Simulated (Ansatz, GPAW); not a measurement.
# Screening of a field by 1T-CdBrI monolayer

How does 1T-CdBrI monolayer screen a perpendicular field?

Calculated with GPAW 26.7.0 and Ansatz 0.2.0; Ansatz plane waves; layer without images along its normal, relaxation of atoms and in-plane cell; PAW set soft_1, in the first sound run; inputs show where later runs differ.

Most raw output is cut from this account.

### 1. Set-up

The cell holds 3 atoms: 1 I, 1 Cd and 1 Br. Its edges and angles: a = 4.200 Å, b = 4.200 Å, c = 18.260 Å, α = 90.0°, β = 90.0°, γ = 120.0°. Vacuum lies along c.

### 2. Relaxing the atoms

The atoms are relaxed first, since the surface dipole, and with it the work function, follows the positions of the outer layers.

input.yaml

```yaml
crystal:
  lattice:
    - [4.2, 0.0, 0.0]
    - [-2.1, 3.6373066959, 0.0]
    - [0.0, 0.0, 18.2597564834]
  atoms:
    - { symbol: I, position: [0.6666666667, 0.3333333333, 0.4381219436] }
    - { symbol: Cd, position: [0.0, 0.0, 0.512354286] }
    - { symbol: Br, position: [0.3333333333, 0.6666666667, 0.5618780564] }
  periodic: [true, true, false]
kpoints:
  mp_grid: { grid: [9, 9, 1] }
hamiltonian:
  xc: pbe
  pseudopotentials: { kind: paw, azcp: { folder: soft_1 } }
scf:
  occupations: { method: fermi_dirac, width: 0.05 }
relax:
  f_tol: 0.01
  max_steps: 90
  cell: {}
```

On the command line:

```bash
ansatz run input.yaml --threads 4 --pin off --max-ram 8192MiB --backend cpu --events-out ev --progress --plain --runs-dir out
```

Run time: 22 s. Hardware: 4 threads of Intel Xeon Platinum 8488C (Sapphire Rapids), shared host; peak memory 0.87 GiB.

The steps of the relaxation:

```
step  energy less that of the first step (eV)  largest force component (eV/Å)  volume (Å³)
   1                                   0.0000                          3.3898       432.63
   2                                  -1.0673                          1.8872       440.33
   3                                  -1.4845                          0.7120       440.87
   4                                  -1.5471                          0.2944       437.00
   5                                  -1.5628                          0.0573       437.21
   6                                  -1.5635                          0.0266       436.12
   7                                  -1.5637                          0.0049       434.93
  8*                                  -1.5637                          0.0049       434.93
```

Relaxation steps marked * repeat the geometry before them on a plane-wave basis chosen anew for their cell, so energy and pressure can jump there.

The run keeps the 6 symmetry operations that it works with, so distortions that break them were not tested.

```csv
cell as run,before,after,change
a (Å),4.200,4.211,+0.3 %
b (Å),4.200,4.211,+0.3 %
```

The atoms that moved most (Å, along periodic axes as changes of fractional coordinates times the final cell, across vacuum about the mean position):

```
atom     dx     dy      dz  length
 Br3  0.000  0.000   0.537   0.537
  I1  0.000  0.000  -0.471   0.471
 Cd2  0.000  0.000  -0.067   0.067
```

The relaxed structure:

```cif
data_structure
_symmetry_space_group_name_H-M 'P 1'
_symmetry_Int_Tables_number 1
_cell_length_a 4.2112
_cell_length_b 4.2112
_cell_length_c 28.3195
_cell_angle_alpha 90.000
_cell_angle_beta 90.000
_cell_angle_gamma 120.000
_cell_volume 434.93
loop_
_atom_site_label
_atom_site_type_symbol
_atom_site_fract_x
_atom_site_fract_y
_atom_site_fract_z
_atom_site_occupancy
I1 I 0.66667 0.33333 0.26588 1
Cd2 Cd 0.00000 0.00000 0.32800 1
Br3 Br 0.33333 0.66667 0.38125 1
```

Numbers from this step:

```
free energy         : -18552.9049 eV
gap by band count   : 2.557 eV
symmetry operations : 6
```

The relaxation lowered the energy of the cell by 1.56 eV.

### 3. The slab's potential

The work function is the vacuum plateau of the electrostatic potential less the Fermi level; a dipole layer lets the two faces have plateaus of their own.

This step: GPAW, PAW setups; slab in vacuum (GPAW 26.7.0).

The cell differs from the one that the last finished run ended in (c 28.320 → 19.267 Å).

run.py

```python
import json
import numpy as np
from ase import Atoms
from gpaw import GPAW, PW

slab = Atoms(
    ['I', 'Cd', 'Br'],
    positions=[
        [2.10558, 1.21566, 8.00000],
        [-0.00000, -0.00000, 9.75944],
        [-0.00000, 2.43131, 11.26740]],
    cell=[[4.21116, -0.0, 0.0], [-2.10558, 3.64697, -0.0], [0.0, -0.0, 19.2674]],
    pbc=[True, True, False])

slab.calc = GPAW(mode=PW(400), xc='PBE', kpts={'size': (9, 9, 1), 'gamma': True},
                 occupations={'name': 'fermi-dirac', 'width': 0.05}, nbands='160%',
                 convergence={'density': 1e-05}, maxiter=200,
                 poissonsolver={'dipolelayer': 'xy'},
                 symmetry={'tolerance': 1e-3}, txt='slab.txt')
result = {}
energy = slab.get_potential_energy()
fermi = slab.calc.get_fermi_level()
v = slab.calc.get_electrostatic_potential().mean((0, 1)) - fermi
n = slab.calc.get_pseudo_density().mean((0, 1))
L = slab.cell[2, 2]
z = np.arange(len(v)) * L / len(v)
low, high = slab.positions[:, 2].min(), slab.positions[:, 2].max()
below, above = np.interp([low - 5.8, high + 5.8], z, v)
slopes = [np.interp(x, z, np.gradient(v, z)) for x in (low - 5.8, high + 5.8)]
eps = np.array([[slab.calc.get_eigenvalues(k, s) for k in range(len(slab.calc.get_ibz_k_points()))]
                for s in range(slab.calc.get_number_of_spins())]) - fermi
top, bottom = eps[eps < 0].max(), eps[eps > 0].min()
dipole = slab.get_dipole_moment()[2]
print(f'energy {energy:.4f} eV, Fermi level {fermi:.4f} eV, dipole {dipole:.5f} e A')
print(f'potential 5.8 A off the faces, from the Fermi level: lower {below:.4f} eV, upper {above:.4f} eV')
print(f'slope of the potential there: lower {slopes[0]:.5f}, upper {slopes[1]:.5f} eV/A')
print(f'nearest levels on the mesh: {top:.4f} and {bottom:.4f} eV')
print('magnetic moment', round(slab.get_magnetic_moment(), 3))
result.update(energy=energy, fermi=fermi, dipole=dipole, below=below, above=above, slopes=slopes, edges=[top, bottom],
              z=z.tolist(), v=v.tolist(), n=n.tolist(), positions=slab.positions.tolist(),
              forces=slab.get_forces(apply_constraint=False).tolist(), moments=slab.get_magnetic_moments().tolist())
json.dump(result, open('result.json', 'w'))
```

On the command line:

```bash
OMP_NUM_THREADS=1 OPENBLAS_NUM_THREADS=1 python run.py
```

Elapsed: 15 s, on 1 thread; peak memory 0.22 GiB.

Numbers from this step:

| Property | Result |
| --- | --- |
| dipole along the normal | -0.02653 e·Å |
| levels nearest the Fermi level on the mesh | -1.513, 1.039 eV from the Fermi level |
| upper work function | 5.116 eV |
| lower work function | 4.802 eV |
| upper ionisation energy | 6.629 eV |

Table of electrostatic potential energy of an electron (without an applied field's), less the Fermi level, planar mean by z:

z (Å), electrostatic potential energy of an electron (without an applied field's), less the Fermi level, planar mean (eV) and a bar from the least value:
```
      0.0        5.0 ##############################
      0.5        4.8 ##############################
      1.0        4.8 ##############################
      1.5        4.8 ##############################
      2.0        4.8 ##############################
      2.5        4.8 ##############################
      3.0        4.8 ##############################
      3.5        4.8 ##############################
      4.0        4.8 ##############################
      4.5        4.8 ##############################
      5.0        4.8 #############################
      5.5        4.8 #############################
      6.0        4.7 #############################
      6.5        4.2 #############################
      7.0        2.1 #########################
      7.5       -5.2 ##############
      8.0      -14.1 
      8.5       -6.4 ############
      9.0       -2.2 ###################
      9.5       -7.7 ##########
     10.0       -8.0 ##########
     10.5       -2.8 ##################
     11.0       -7.5 ##########
     11.5       -7.0 ###########
     12.0        1.5 ########################
     12.5        4.3 #############################
     13.0        5.0 ##############################
     13.5        5.1 ##############################
     14.0        5.1 ##############################
     14.5        5.1 ##############################
     15.0        5.1 ##############################
     15.5        5.1 ##############################
     16.0        5.1 ##############################
     16.5        5.1 ##############################
     17.0        5.1 ##############################
     17.5        5.1 ##############################
     18.0        5.1 ##############################
     18.5        5.1 ##############################
     19.0        5.1 ##############################
```

Pseudo valence density, planar mean against z:

| z (Å) | pseudo valence density, planar mean (e/Å³) |
| --- | --- |
| 0.00 | 0 |
| 0.64 | 0 |
| 1.28 | 0 |
| 1.93 | 0 |
| 2.57 | 0 |
| 3.21 | 2.3e-6 |
| 3.85 | 1.1e-5 |
| 4.50 | 7.8e-5 |
| 5.35 | 9.9e-4 |
| 5.99 | 0.00667 |
| 6.64 | 0.0438 |
| 7.28 | 0.204 |
| 7.92 | 0.131 |
| 8.56 | 0.289 |
| 9.21 | 0.323 |
| 9.85 | 0.763 |
| 10.49 | 0.310 |
| 11.13 | 0.271 |
| 11.77 | 0.241 |
| 12.42 | 0.0545 |
| 13.06 | 0.00720 |
| 13.70 | 9.5e-4 |
| 14.56 | 6.6e-5 |
| 15.20 | 8.9e-6 |
| 15.84 | 1.3e-6 |
| 16.48 | 0 |
| 17.13 | 0 |
| 17.77 | 0 |
| 18.41 | 0 |
| 19.05 | 0 |

The layer is gapped, so the Fermi level lies somewhere inside the gap, set by smearing and numerics, and these work functions are no property of the material; the band edges below the vacuum level are. The potential is flat to 4.2e-5 eV/Å where it is read, so the vacuum is wide enough. The geometry is the other program's minimum; here the largest force on a free atom is 7.5e-4 eV/Å.

### 4. Field on

A uniform field along the normal polarises the slab; the atoms stay fixed, so this is the electronic response alone.

run.py, as its differences from that of step 3:

```diff
@@ -4,2 +4,3 @@
 from gpaw import GPAW, PW
+from gpaw.external import ConstantElectricField
 
@@ -18,2 +19,3 @@
                  poissonsolver={'dipolelayer': 'xy'},
+                 external=ConstantElectricField(-0.2, [0, 0, 1]),
                  symmetry={'tolerance': 1e-3}, txt='slab.txt')
```

Run time: 34 s. Hardware: 1 thread; peak memory 0.33 GiB.

Numbers from this step:

```yaml
dipole_along_the_normal: -0.1108 e·Å
levels_nearest_the_fermi_level_on_the_mesh: -1.547, 0.9556 eV from the Fermi level
potential_below_the_slab_the_applied_field_s_own_ramp_left_out: 4.206 eV from the Fermi level
potential_above_the_slab_the_applied_field_s_own_ramp_left_out: 5.512 eV from the Fermi level
```

The electrostatic potential energy of an electron (without an applied field's), less the Fermi level, planar mean by z:

| z (Å) | electrostatic potential energy of an electron (without an applied field's), less the Fermi level, planar mean (eV) |
| --- | --- |
| 0.0 | 4.86 |
| 0.5 | 4.21 |
| 1.0 | 4.21 |
| 1.5 | 4.21 |
| 2.0 | 4.21 |
| 2.5 | 4.21 |
| 3.0 | 4.21 |
| 3.5 | 4.21 |
| 4.0 | 4.21 |
| 4.5 | 4.21 |
| 5.0 | 4.20 |
| 5.5 | 4.18 |
| 6.0 | 4.08 |
| 6.5 | 3.62 |
| 7.0 | 1.60 |
| 7.5 | -5.65 |
| 8.0 | -14.5 |
| 8.5 | -6.69 |
| 9.0 | -2.33 |
| 9.5 | -7.76 |
| 10.0 | -7.97 |
| 10.5 | -2.74 |
| 11.0 | -7.32 |
| 11.5 | -6.76 |
| 12.0 | 1.78 |
| 12.5 | 4.70 |
| 13.0 | 5.34 |
| 13.5 | 5.47 |
| 14.0 | 5.50 |
| 14.5 | 5.51 |
| 15.0 | 5.51 |
| 15.5 | 5.51 |
| 16.0 | 5.51 |
| 16.5 | 5.51 |
| 17.0 | 5.51 |
| 17.5 | 5.51 |
| 18.0 | 5.51 |
| 18.5 | 5.51 |
| 19.0 | 5.33 |

Force by atom:

| atom | x (eV/Å) | y (eV/Å) | z (eV/Å) | size |
| --- | --- | --- | --- | --- |
| I1 | 0.0000 | 0.0000 | 0.0360 | 0.0360 |
| Cd2 | 0.0000 | 0.0000 | -0.0832 | 0.0832 |
| Br3 | 0.0000 | 0.0000 | 0.0473 | 0.0473 |

The dipole is now -0.111 e Å, against -0.027 in the run without a field.

### 5. In a field

run.py, as its differences from that of step 4:

```diff
@@ -19,3 +19,3 @@
                  poissonsolver={'dipolelayer': 'xy'},
-                 external=ConstantElectricField(-0.2, [0, 0, 1]),
+                 external=ConstantElectricField(-0.1, [0, 0, 1]),
                  symmetry={'tolerance': 1e-3}, txt='slab.txt')
```

Wall time 33 s (1 thread); peak memory 0.33 GiB.

This step gave:

| Item | Value |
| --- | --- |
| dipole along the normal | -0.06871 e·Å |
| levels nearest the Fermi level on the mesh | -1.522, 1.006 eV from the Fermi level |
| potential below the slab, the applied field's own ramp left out | 4.512 eV from the Fermi level |
| potential above the slab, the applied field's own ramp left out | 5.321 eV from the Fermi level |

Table of electrostatic potential energy of an electron (without an applied field's), less the Fermi level, planar mean by z:

```csv
z (Å),"electrostatic potential energy of an electron (without an applied field's), less the Fermi level, planar mean (eV)"
0.0,4.92
0.5,4.51
1.0,4.51
1.5,4.51
2.0,4.51
2.5,4.51
3.0,4.51
3.5,4.51
4.0,4.51
4.5,4.51
5.0,4.51
5.5,4.48
6.0,4.38
6.5,3.91
7.0,1.87
7.5,-5.42
8.0,-14.3
8.5,-6.55
9.0,-2.23
9.5,-7.71
10.0,-7.96
10.5,-2.77
11.0,-7.39
11.5,-6.87
12.0,1.63
12.5,4.53
13.0,5.15
13.5,5.29
14.0,5.31
14.5,5.32
15.0,5.32
15.5,5.32
16.0,5.32
16.5,5.32
17.0,5.32
17.5,5.32
18.0,5.32
18.5,5.32
19.0,5.21
```

The dipole is now -0.0687 e Å, against -0.027 in the run without a field.

### 6. In a field

run.py, as its differences from that of step 5:

```diff
@@ -19,3 +19,3 @@
                  poissonsolver={'dipolelayer': 'xy'},
-                 external=ConstantElectricField(-0.1, [0, 0, 1]),
+                 external=ConstantElectricField(-0.05, [0, 0, 1]),
                  symmetry={'tolerance': 1e-3}, txt='slab.txt')
```

The job ended after 33 s (1 thread; peak memory 0.33 GiB).

### 7. Field on

run.py, as its differences from that of step 6:

```diff
@@ -19,3 +19,3 @@
                  poissonsolver={'dipolelayer': 'xy'},
-                 external=ConstantElectricField(-0.05, [0, 0, 1]),
+                 external=ConstantElectricField(0.05, [0, 0, 1]),
                  symmetry={'tolerance': 1e-3}, txt='slab.txt')
```

Wall time 32 s (1 thread); peak memory 0.33 GiB.

Table of electrostatic potential energy of an electron (without an applied field's), less the Fermi level, planar mean by z:

z (Å), electrostatic potential energy of an electron (without an applied field's), less the Fermi level, planar mean (eV) and a bar from the least value:
```
        0        5.0 ##############################
        1        5.0 ##############################
        2        5.0 ##############################
        3        5.0 ##############################
        4        5.0 ##############################
        5        5.0 ##############################
        6        4.8 ##############################
        7        2.3 ##########################
        8      -14.0 
        9       -2.1 ###################
       10       -7.9 ##########
       11       -7.5 ##########
       12        1.4 ########################
       13        4.9 ##############################
       14        5.0 ##############################
       15        5.0 ##############################
       16        5.0 ##############################
       17        5.0 ##############################
       18        5.0 ##############################
       19        5.0 ##############################
```

### 8. Field on

run.py, as its differences from that of step 7:

```diff
@@ -19,3 +19,3 @@
                  poissonsolver={'dipolelayer': 'xy'},
-                 external=ConstantElectricField(0.05, [0, 0, 1]),
+                 external=ConstantElectricField(0.1, [0, 0, 1]),
                  symmetry={'tolerance': 1e-3}, txt='slab.txt')
```

The job ended after 32 s (1 thread; peak memory 0.33 GiB).

The dipole is now 0.0156 e Å, against -0.027 in the run without a field.

### 9. Field on

run.py, as its differences from that of step 8:

```diff
@@ -19,3 +19,3 @@
                  poissonsolver={'dipolelayer': 'xy'},
-                 external=ConstantElectricField(0.1, [0, 0, 1]),
+                 external=ConstantElectricField(0.2, [0, 0, 1]),
                  symmetry={'tolerance': 1e-3}, txt='slab.txt')
```

The job ended after 33 s (1 thread; peak memory 0.33 GiB).

The dipole is now 0.0577 e Å, against -0.027 in the run without a field.

(Part 1 of 2 ends here.)

[Logs are printed without paths, hosts, clocks, repeated set-up lines and the standing remarks that a program may print on its own settings, such as how far it seeks lower states.]

[Hosts, paths, dates, database ids (printed as entryN), source tags and the programs' standing remarks are cut or masked in the printed files.]
